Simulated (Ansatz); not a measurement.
## Mg(0001) with 2 thermally displaced layers, 2x2: scattering by thermal displacements

Aim: the resistivity of Mg at 300 K from frozen thermal displacements between perfect leads. The measured value for the pure metal at this temperature is 4.51 µΩ cm (CRC Handbook of Chemistry and Physics, 84th ed., 2003, Electrical Resistivity of Pure Metals).

Method: Ansatz plane-wave DFT, PBE, PAW files; ballistic transport by layer matching (Landauer), zero bias; PAW set soft_1, in Ansatz 0.2.0.

## 1. The structure

The cell holds 48 atoms: 48 Mg. Cell: a = 6.419 Å, b = 6.419 Å, c = 31.262 Å, α = 90.0°, β = 90.0°, γ = 120.0°. It derives from Mg. Regions: lead, 40 atoms (40 Mg); scattering region, 8 atoms (8 Mg). The structure is stacked along c, and the current runs across the ab planes.

## 2. With 2 displaced layers

Each atom of 2 layers is moved at random, by amounts drawn from a normal law 0.1085 Å wide in each direction from the Debye model (400 K) at 300 K. The layers about the cell's end stay perfect and serve as the lead. Disorder leaves little or no symmetry, which makes such runs dear. Energies from -0.05 to 0.05 eV in steps of 0.05 eV are too few for the program's thermal sum, so it prints no conductance; for a metal the transmission near the Fermi level serves, at a fraction of the cost.

input.yaml reads:

```yaml
crystal:
  lattice:
    - [6.41854, 0.0, 0.0]
    - [-3.20927, 5.5586186952, 0.0]
    - [0.0, 0.0, 31.26198]
  atoms:
    - { symbol: Mg, position: [0.1666666667, 0.3333333333, 0.0416666667] }
    - { symbol: Mg, position: [0.1666666667, 0.8333333333, 0.0416666667] }
    - { symbol: Mg, position: [0.6666666667, 0.3333333333, 0.0416666667] }
    - { symbol: Mg, position: [0.6666666667, 0.8333333333, 0.0416666667] }
    - { symbol: Mg, position: [0.3333333333, 0.1666666667, 0.125] }
    - { symbol: Mg, position: [0.3333333333, 0.6666666667, 0.125] }
    - { symbol: Mg, position: [0.8333333333, 0.1666666667, 0.125] }
    - { symbol: Mg, position: [0.8333333333, 0.6666666667, 0.125] }
    - { symbol: Mg, position: [0.1666666667, 0.3333333333, 0.2083333333] }
    - { symbol: Mg, position: [0.1666666667, 0.8333333333, 0.2083333333] }
    - { symbol: Mg, position: [0.6666666667, 0.3333333333, 0.2083333333] }
    - { symbol: Mg, position: [0.6666666667, 0.8333333333, 0.2083333333] }
    - { symbol: Mg, position: [0.3333333333, 0.1666666667, 0.2916666667] }
    - { symbol: Mg, position: [0.3333333333, 0.6666666667, 0.2916666667] }
    - { symbol: Mg, position: [0.8333333333, 0.1666666667, 0.2916666667] }
    - { symbol: Mg, position: [0.8333333333, 0.6666666667, 0.2916666667] }
    - { symbol: Mg, position: [0.1666666667, 0.3333333333, 0.375] }
    - { symbol: Mg, position: [0.1666666667, 0.8333333333, 0.375] }
    - { symbol: Mg, position: [0.6666666667, 0.3333333333, 0.375] }
    - { symbol: Mg, position: [0.6666666667, 0.8333333333, 0.375] }
    - { symbol: Mg, position: [0.3471814386, 0.1932069202, 0.4625837781] }
    - { symbol: Mg, position: [0.3217993809, 0.6608507441, 0.4565030248] }
    - { symbol: Mg, position: [0.8424165728, 0.165572372, 0.4609254305] }
    - { symbol: Mg, position: [0.8173953759, 0.6972433733, 0.4579986616] }
    - { symbol: Mg, position: [0.1768346784, 0.3306677612, 0.5403509895] }
    - { symbol: Mg, position: [0.1825415033, 0.8494266135, 0.5409637784] }
    - { symbol: Mg, position: [0.6707759504, 0.3467171523, 0.5386461137] }
    - { symbol: Mg, position: [0.644922969, 0.841042793, 0.5393394404] }
    - { symbol: Mg, position: [0.3333333333, 0.1666666667, 0.625] }
    - { symbol: Mg, position: [0.3333333333, 0.6666666667, 0.625] }
    - { symbol: Mg, position: [0.8333333333, 0.1666666667, 0.625] }
    - { symbol: Mg, position: [0.8333333333, 0.6666666667, 0.625] }
    - { symbol: Mg, position: [0.1666666667, 0.3333333333, 0.7083333333] }
    - { symbol: Mg, position: [0.1666666667, 0.8333333333, 0.7083333333] }
    - { symbol: Mg, position: [0.6666666667, 0.3333333333, 0.7083333333] }
    - { symbol: Mg, position: [0.6666666667, 0.8333333333, 0.7083333333] }
    - { symbol: Mg, position: [0.3333333333, 0.1666666667, 0.7916666667] }
    - { symbol: Mg, position: [0.3333333333, 0.6666666667, 0.7916666667] }
    - { symbol: Mg, position: [0.8333333333, 0.1666666667, 0.7916666667] }
    - { symbol: Mg, position: [0.8333333333, 0.6666666667, 0.7916666667] }
    - { symbol: Mg, position: [0.1666666667, 0.3333333333, 0.875] }
    - { symbol: Mg, position: [0.1666666667, 0.8333333333, 0.875] }
    - { symbol: Mg, position: [0.6666666667, 0.3333333333, 0.875] }
    - { symbol: Mg, position: [0.6666666667, 0.8333333333, 0.875] }
    - { symbol: Mg, position: [0.3333333333, 0.1666666667, 0.9583333333] }
    - { symbol: Mg, position: [0.3333333333, 0.6666666667, 0.9583333333] }
    - { symbol: Mg, position: [0.8333333333, 0.1666666667, 0.9583333333] }
    - { symbol: Mg, position: [0.8333333333, 0.6666666667, 0.9583333333] }
kpoints:
  mp_grid: { grid: [4, 4, 1] }
hamiltonian:
  xc: pbe
  pseudopotentials: { kind: paw, azcp: { folder: soft_1 } }
scf:
  occupations: { method: fermi_dirac, width: 0.1 }
output:
  transmission: { leads: [[0, 8]], kmesh: [8, 8], e_range: [-0.05, 0.05], de: 0.05 }
  write_potential: true
  write_density: true
  volumetric_format: npy
```

Run with:

```sh
$ ansatz run input.yaml --threads 4 --pin off --max-ram 15360MiB --backend cpu --events-out ev --progress --plain --runs-dir out
```

Numbers of over 12 decimals in the logs are rounded to 6 here.

The log of the run:

```text
Engine: ansatz 0.2.0, aarch64-unknown-linux-gnu
Pseudopotentials: kind: paw
Pseudopotential: Mg, paw, valence charge 10, recommended cutoff 420 eV (normal), soft_1/Mg.paw.azcp
Functional definition: PBE
  parameter kappa = 0.804
  parameter beta = 0.066725
  exchange = pbe_x(kappa = kappa, mu = beta*pi^2/3)
  correlation = pbe_c(beta = beta)
Crystal: 48 atoms, lattice volume = 1115.372 Å³
Basis set: ecut = 420 eV, 21885 PW (Γ)
Bands: 288, of which v1, the nominal top of the filled ones, is band 240 counted from 1 (239 counted from 0)
Symmetry: 1 space group operations
Space group: P1 (ITA 1), of the structure as read, at distance tolerance 1.0e-4 Å
k-points: 10 of 16 (time reversal used)
Non-local potential: Mg, projectors of the file, l = 0: 3, l = 1: 2, l = 2: 1
PAW form: soft (Blöchl's): semilocal exchange-correlation on the pseudo side does not see the compensation charge
PAW one-centre angular grid: Mg, 110 points (default); XC on 64 Gauss nodes
Initial density: superposition of atomic densities (chi_scale 0.1, normalization cell)
Initial wavefunctions: pseudopotential atomic-orbital guess
Functional: x = pbe(κ = 0.804, μ = 0.219515), c = pbe(β = 0.066725)
SCF iter   1: F=—  HF=-92343.478589 eV  |F-HF|=—  |Δ(HF+E_count)|=         —  Δρ=1.32e-2  dr2=2.71e0  ethr=3.10e-3  ⟨swp⟩=9.9  Hψ=12949  notcnv=0  defer=4
preconditioner: auto → Kerker (q_TF=auto, 2.371 Å⁻¹)  [metal: Δε(μ)=0.116 eV  Ē_g=4.831 eV  σ=0.100 eV  W_gap=0.27  n_scr=268 (ndim 8)  ℏωp=10.9 eV  f_vac=0.000  D(μ)=14.02/eV (n_scr^D=68)]
SCF iter   2: F=—  HF=-92343.449640 eV  |F-HF|=—  |Δ(HF+E_count)|=   2.89e-2  Δρ=9.51e-3  dr2=1.43e0  ethr=5.65e-4  ⟨swp⟩=1.1  Hψ=3326  notcnv=0  defer=15
SCF iter   3: F=—  HF=-92343.183520 eV  |F-HF|=—  |Δ(HF+E_count)|=   2.66e-1  Δρ=1.79e-3  dr2=3.62e-2  ethr=2.98e-4  ⟨swp⟩=2.0  Hψ=3108  notcnv=0  defer=15
SCF iter   4: F=—  HF=-92343.181702 eV  |F-HF|=—  |Δ(HF+E_count)|=   1.82e-3  Δρ=1.57e-4  dr2=4.22e-4  ethr=7.55e-6  ⟨swp⟩=2.6  Hψ=4821  notcnv=0  defer=15
SCF iter   5: F=—  HF=-92343.181566 eV  |F-HF|=—  |Δ(HF+E_count)|=   1.36e-4  Δρ=5.87e-5  dr2=6.55e-5  ethr=8.78e-8  ⟨swp⟩=2.0  Hψ=5213  notcnv=0  defer=15
SCF iter   6: F=—  HF=-92343.181672 eV  |F-HF|=—  |Δ(HF+E_count)|=   1.06e-4  Δρ=2.12e-5  dr2=1.03e-5  ethr=1.36e-8  ⟨swp⟩=1.3  Hψ=2819  notcnv=0  defer=23
SCF iter   7: F=—  HF=-92343.181671 eV  |F-HF|=—  |Δ(HF+E_count)|=   8.31e-7  Δρ=3.26e-6  dr2=1.05e-7  ethr=2.15e-9  ⟨swp⟩=2.0  Hψ=3256  notcnv=0  defer=23
SCF iter   8: F=-92343.181671 eV  HF=-92343.181671 eV  |F-HF|=2.11e-9  |Δ(HF+E_count)|=   4.18e-8  Δρ=6.13e-7  dr2=5.83e-9  ethr=2.08e-11  ⟨swp⟩=10.0  Hψ=9503  notcnv=0
SCF 1 converged in 8 iterations: F = -92343.181671 eV  dr2 = 5.83e-9
  greatest PAW one-centre occupation: 1.000 electrons in one spin orbital (limit 2), on the Mg atom at site 20 (counted from 0), in its partial waves of l = 0
transmission: 161 of 1598 steps passed
transmission: 320 of 1598 steps passed
[...]
transmission: 1598 of 1598 steps passed
SCF converged after 8 iterations
Free energy (F): -92343.181671 eV
Harris-Foulkes:  -92343.181671 eV  (|F-HF|=2.11e-9)
Internal energy: -92342.710850 eV  (E = F + TS)
E sigma→0 (E₀):  -92342.946261 eV
Entropy (-TS):   -0.470820 eV (-9.809 meV/atom)
Fermi energy:    5.546809 eV
--- Per-component energies (eV) ---
  E_band       = -17229.731622
  E_kinetic    = 3314.454157
  E_local      = -82555.952637  (includes V_loc(G=0)·N_el)
  E_nonlocal   = 9384.195702
  E_hartree    = 28176.269778
  E_xc         = -1242.061785
  E_vxc        = -1601.976338  (∫ρ·V_xc dr)
  E_paw        = -14466.269582  (= ΣΔE_a)
  E_vpaw       = -2122.986375  (= ΣTr[D̂ρ^β])
  E_aug_tail   = -0.007066  (compensation charges beyond the density's cutoff)
  E_ewald      = -34953.339416
  E_smearing   = -0.470820  (= −TS)
  E_closure    = -0.000000  (closes the sum)
  Σ components = -92343.181671   (vs F -92343.181671, Δ=0.00e0)
--- Band table (eV; the first three rows and the last of 10) ---
  k-point 0: bands = [... 236 lower, 4.4153, 4.4238, 4.4335, 4.4444, 4.4485, 5.0470, 5.0500, 5.0612, ... 44 higher]
  k-point 1: bands = [... 236 lower, 4.9256, 4.9275, 4.9555, 4.9667, 5.5809, 5.5845, 5.6098, 5.6148, ... 44 higher]
  k-point 2: bands = [... 236 lower, 5.7207, 5.7301, 5.7538, 5.7620, 6.5013, 6.5083, 6.7885, 6.8076, ... 44 higher]
  k-point 9: bands = [... 236 lower, 5.7258, 5.7358, 5.7396, 5.7577, 6.4872, 6.5205, 6.7957, 6.8103, ... 44 higher]
--- Transmission ---
  basis      : 313 plane waves across, 47 finite elements along
  points     : 34, standing for a mesh of 8 x 8
  energies   : 3 from -0.050000 to 0.050000 eV about the Fermi level, 0.050000 eV apart; the leads are filled to 0.000000 eV, and channels, transmission and decay are at 0.000000 eV
  crystal 0  : Mg8, at the sites [0, 8], period 5.2103 Å, over 26.05 Å; its Hamiltonian steps by up to 7.1 meV
    offset         : up to 0.0000 Å between an atom of the period and one for which it stands
    channels       : 3.765625e0 a spin
    conductance    : none, the energies end too early or step too widely for 300 K: set another output.transmission.e_range or a lower de, or, where they end at an eighth of basis.ecutwfc, a higher one
  junction   : crystal 0 to crystal 0, 0.70 to 26.75 Å
    transmission   : 3.688675e0 a spin
    conductance    : none, the energies end too early or step too widely for 300 K: set another output.transmission.e_range or a lower de, or, where they end at an eighth of basis.ecutwfc, a higher one
```

Run time: 12 min. Hardware: 4 threads of Arm Neoverse V1, shared host; peak memory 6 GiB.

In the SCF lines HF is the Harris–Foulkes energy and dr2 the Hartree energy of the density residual, in eV; the loop may stop once dr2 is under the threshold and the program's other checks hold. Hψ counts applications of the Hamiltonian.

This step gave:

| Item | Value |
| --- | --- |
| free energy | -92343.1817 eV |
| energy at zero smearing | -92342.9463 eV |
| Fermi energy | 5.547 eV |
| cell area | 35.68 Å² |
| transmission per spin nearest the Fermi level | 3.689 |
| open channels per spin nearest the Fermi level | 3.766 |
| step of the lead's potential | 7.1 meV |

Per spin. Transmission, zone mean against energy, zero at the Fermi level:

```
energy (eV)  transmission, zone mean
    -0.0500                     3.69
     0.0000                     3.69
     0.0500                     3.57
```

Per spin. The open channels, zone mean, lead by energy, zero at the Fermi level:

| energy (eV) | open channels, zone mean, lead |
| --- | --- |
| -0.0500 | 3.77 |
| 0.0000 | 3.77 |
| 0.0500 | 3.67 |

Transmission over k1 and k2. At 0.0000 eV from the Fermi level.

Ten even steps from '_' (1.99) to '@' (6.88):
```
--==::::--------
::::__..__::::--
--::..@@@@..::--
====__@@@@@@__==
----::..@@@@..::
::--::::__..__::
----------::::==
==--::--==--::--
```
Columns: k1 (b1) from -0.5 to 0.375; rows upwards: k2 (b2) from -0.5 to 0.375.

Open channels over k1 and k2. At 0.0000 eV from the Fermi level.

Ten even steps from '_' (2.00) to '@' (7.00):
```
====::::========
::::__::__::::==
==::::@@@@::::==
====__@@@@@@__==
====::::@@@@::::
::==::::__::__::
==========::::==
====::======::==
```
Columns: k1 (b1) from -0.5 to 0.375; rows upwards: k2 (b2) from -0.5 to 0.375.

Over the solved energies the transmission per spin lies between 3.57 and 3.69, out of 3.73 channels of the lead on average (up to 3.77).

## 3. With 6 displaced layers

Each atom of 6 layers is moved at random, by amounts drawn from a normal law 0.1085 Å wide in each direction from the Debye model (400 K) at 300 K. A fresh draw is used; the growth of the resistance with length is what counts.

System of this step: Mg(0001) with 6 thermally displaced layers, 2x2. The cell holds 64 atoms: 64 Mg. Its edges and angles: a = 6.419 Å, b = 6.419 Å, c = 41.683 Å, α = 90.0°, β = 90.0°, γ = 120.0°. It derives from Mg. Regions: lead, 40 atoms (40 Mg); scattering region, 24 atoms (24 Mg). The structure is stacked along c, and the current runs across the ab planes.

input.yaml reads:

```yaml
crystal:
  lattice:
    - [6.41854, 0.0, 0.0]
    - [-3.20927, 5.5586186952, 0.0]
    - [0.0, 0.0, 41.68264]
  atoms:
    - { symbol: Mg, position: [0.1666666667, 0.3333333333, 0.03125] }
    - { symbol: Mg, position: [0.1666666667, 0.8333333333, 0.03125] }
    - { symbol: Mg, position: [0.6666666667, 0.3333333333, 0.03125] }
    - { symbol: Mg, position: [0.6666666667, 0.8333333333, 0.03125] }
    - { symbol: Mg, position: [0.3333333333, 0.1666666667, 0.09375] }
    - { symbol: Mg, position: [0.3333333333, 0.6666666667, 0.09375] }
    - { symbol: Mg, position: [0.8333333333, 0.1666666667, 0.09375] }
    - { symbol: Mg, position: [0.8333333333, 0.6666666667, 0.09375] }
    - { symbol: Mg, position: [0.1666666667, 0.3333333333, 0.15625] }
    - { symbol: Mg, position: [0.1666666667, 0.8333333333, 0.15625] }
    - { symbol: Mg, position: [0.6666666667, 0.3333333333, 0.15625] }
    - { symbol: Mg, position: [0.6666666667, 0.8333333333, 0.15625] }
    - { symbol: Mg, position: [0.3333333333, 0.1666666667, 0.21875] }
    - { symbol: Mg, position: [0.3333333333, 0.6666666667, 0.21875] }
    - { symbol: Mg, position: [0.8333333333, 0.1666666667, 0.21875] }
    - { symbol: Mg, position: [0.8333333333, 0.6666666667, 0.21875] }
    - { symbol: Mg, position: [0.1666666667, 0.3333333333, 0.28125] }
    - { symbol: Mg, position: [0.1666666667, 0.8333333333, 0.28125] }
    - { symbol: Mg, position: [0.6666666667, 0.3333333333, 0.28125] }
    - { symbol: Mg, position: [0.6666666667, 0.8333333333, 0.28125] }
    - { symbol: Mg, position: [0.2929282384, 0.1507775476, 0.3425328876] }
    - { symbol: Mg, position: [0.2985986593, 0.6375359871, 0.3438453648] }
    - { symbol: Mg, position: [0.8462248173, 0.1621162746, 0.3418144896] }
    - { symbol: Mg, position: [0.846840777, 0.6806660449, 0.3429691007] }
    - { symbol: Mg, position: [0.1860511661, 0.3536887146, 0.4057113119] }
    - { symbol: Mg, position: [0.1563081938, 0.840118957, 0.4068943382] }
    - { symbol: Mg, position: [0.6727039267, 0.3082602234, 0.4045278839] }
    - { symbol: Mg, position: [0.6355759881, 0.7994879376, 0.4065790972] }
    - { symbol: Mg, position: [0.3350450455, 0.1522465819, 0.4723567088] }
    - { symbol: Mg, position: [0.3533494851, 0.6789121242, 0.4697956057] }
    - { symbol: Mg, position: [0.8364883882, 0.1406683974, 0.4703480011] }
    - { symbol: Mg, position: [0.8262707685, 0.6321634241, 0.4696532867] }
    - { symbol: Mg, position: [0.1700607433, 0.3485874962, 0.5301071625] }
    - { symbol: Mg, position: [0.1697043081, 0.840025286, 0.5289691734] }
    - { symbol: Mg, position: [0.6757607004, 0.3312846077, 0.5325318859] }
    - { symbol: Mg, position: [0.6684462914, 0.8545343751, 0.5328252837] }
    - { symbol: Mg, position: [0.3364915147, 0.1790015323, 0.597029024] }
    - { symbol: Mg, position: [0.3482535855, 0.6359527918, 0.5960487089] }
    - { symbol: Mg, position: [0.8402786214, 0.1648346436, 0.591129746] }
    - { symbol: Mg, position: [0.8422706329, 0.642039414, 0.5952257056] }
    - { symbol: Mg, position: [0.1730612469, 0.3021101634, 0.6554625746] }
    - { symbol: Mg, position: [0.1469180674, 0.8380969072, 0.6601917758] }
    - { symbol: Mg, position: [0.6835188302, 0.2986271789, 0.6547534619] }
    - { symbol: Mg, position: [0.6939725673, 0.864160343, 0.6573463716] }
    - { symbol: Mg, position: [0.3333333333, 0.1666666667, 0.71875] }
    - { symbol: Mg, position: [0.3333333333, 0.6666666667, 0.71875] }
    - { symbol: Mg, position: [0.8333333333, 0.1666666667, 0.71875] }
    - { symbol: Mg, position: [0.8333333333, 0.6666666667, 0.71875] }
    - { symbol: Mg, position: [0.1666666667, 0.3333333333, 0.78125] }
    - { symbol: Mg, position: [0.1666666667, 0.8333333333, 0.78125] }
    - { symbol: Mg, position: [0.6666666667, 0.3333333333, 0.78125] }
    - { symbol: Mg, position: [0.6666666667, 0.8333333333, 0.78125] }
    - { symbol: Mg, position: [0.3333333333, 0.1666666667, 0.84375] }
    - { symbol: Mg, position: [0.3333333333, 0.6666666667, 0.84375] }
    - { symbol: Mg, position: [0.8333333333, 0.1666666667, 0.84375] }
    - { symbol: Mg, position: [0.8333333333, 0.6666666667, 0.84375] }
    - { symbol: Mg, position: [0.1666666667, 0.3333333333, 0.90625] }
    - { symbol: Mg, position: [0.1666666667, 0.8333333333, 0.90625] }
    - { symbol: Mg, position: [0.6666666667, 0.3333333333, 0.90625] }
    - { symbol: Mg, position: [0.6666666667, 0.8333333333, 0.90625] }
    - { symbol: Mg, position: [0.3333333333, 0.1666666667, 0.96875] }
    - { symbol: Mg, position: [0.3333333333, 0.6666666667, 0.96875] }
    - { symbol: Mg, position: [0.8333333333, 0.1666666667, 0.96875] }
    - { symbol: Mg, position: [0.8333333333, 0.6666666667, 0.96875] }
kpoints:
  mp_grid: { grid: [4, 4, 1] }
hamiltonian:
  xc: pbe
  pseudopotentials: { kind: paw, azcp: { folder: soft_1 } }
scf:
  occupations: { method: fermi_dirac, width: 0.1 }
output:
  transmission: { leads: [[0, 8]], kmesh: [8, 8], e_range: [-0.05, 0.05], de: 0.05 }
  write_potential: true
  write_density: true
  volumetric_format: npy
```

The log of the run:

```text
[...]
Crystal: 64 atoms, lattice volume = 1487.162 Å³
Basis set: ecut = 420 eV, 29155 PW (Γ)
Bands: 384, of which v1, the nominal top of the filled ones, is band 320 counted from 1 (319 counted from 0)
Symmetry: 1 space group operations
[...]
k-points: 10 of 16 (time reversal used)
[...]
SCF iter   1: F=—  HF=-123123.734320 eV  |F-HF|=—  |Δ(HF+E_count)|=         —  Δρ=1.34e-2  dr2=3.95e0  ethr=3.10e-3  ⟨swp⟩=8.8  Hψ=15476  notcnv=0  defer=31
[...]
SCF iter   8: F=-123123.267014 eV  HF=-123123.267014 eV  |F-HF|=5.01e-8  |Δ(HF+E_count)|=   5.30e-8  Δρ=1.00e-6  dr2=5.17e-8  ethr=1.56e-11  ⟨swp⟩=10.7  Hψ=13882  notcnv=0
SCF 1 converged in 8 iterations: F = -123123.267014 eV  dr2 = 5.17e-8
[...]
transmission: 220 of 2176 steps passed
transmission: 436 of 2176 steps passed
[...]
transmission: 2176 of 2176 steps passed
SCF converged after 8 iterations
Free energy (F): -123123.267014 eV
[...]
Internal energy: -123122.614611 eV  (E = F + TS)
E sigma→0 (E₀):  -123122.940812 eV
Entropy (-TS):   -0.652402 eV (-10.194 meV/atom)
Fermi energy:    5.511968 eV
[...]
--- Band table (eV; the first three rows and the last of 10) ---
  k-point 0: bands = [... 316 lower, 4.4277, 4.4332, 4.4398, 4.4571, 4.4676, 5.0304, 5.0362, 5.0577, ... 60 higher]
  k-point 1: bands = [... 316 lower, 5.0011, 5.0223, 5.2675, 5.2795, 5.5970, 5.6562, 5.6809, 5.6878, ... 60 higher]
  k-point 2: bands = [... 316 lower, 6.0033, 6.0081, 6.0303, 6.0520, 6.4787, 6.4977, 6.5381, 6.5572, ... 60 higher]
  k-point 9: bands = [... 316 lower, 6.0023, 6.0214, 6.0371, 6.0415, 6.4652, 6.4970, 6.5423, 6.5709, ... 60 higher]
--- Transmission ---
  basis      : 313 plane waves across, 64 finite elements along
  points     : 34, standing for a mesh of 8 x 8
[...]
channels       : 3.765625e0 a spin
[...]
junction   : crystal 0 to crystal 0, 0.70 to 37.17 Å
    transmission   : 3.532446e0 a spin
[...]
```

Wall time 16 min (4 threads); peak memory 9.6 GiB.

Numbers from this step:

- free energy: -123123.2670 eV
- energy at zero smearing: -123122.9408 eV
- Fermi energy: 5.512 eV
- transmission per spin nearest the Fermi level: 3.532
- step of the lead's potential: 2.7 meV

Per spin. Table of transmission, zone mean by energy, zero at the Fermi level:

```csv
energy (eV),"transmission, zone mean"
-0.0500,3.49
0.0000,3.53
0.0500,3.51
```

Over the solved energies the transmission per spin lies between 3.49 and 3.53, out of 3.77 channels of the lead on average (up to 3.77).

[end of part 1 of 2]

[Logs are printed without paths, hosts, clocks, repeated set-up lines and the standing remarks that a program may print on its own settings, such as how far it seeks lower states.]

[Hosts, paths, dates, database ids (printed as entryN), source tags and the programs' standing remarks are cut or masked in the printed files.]
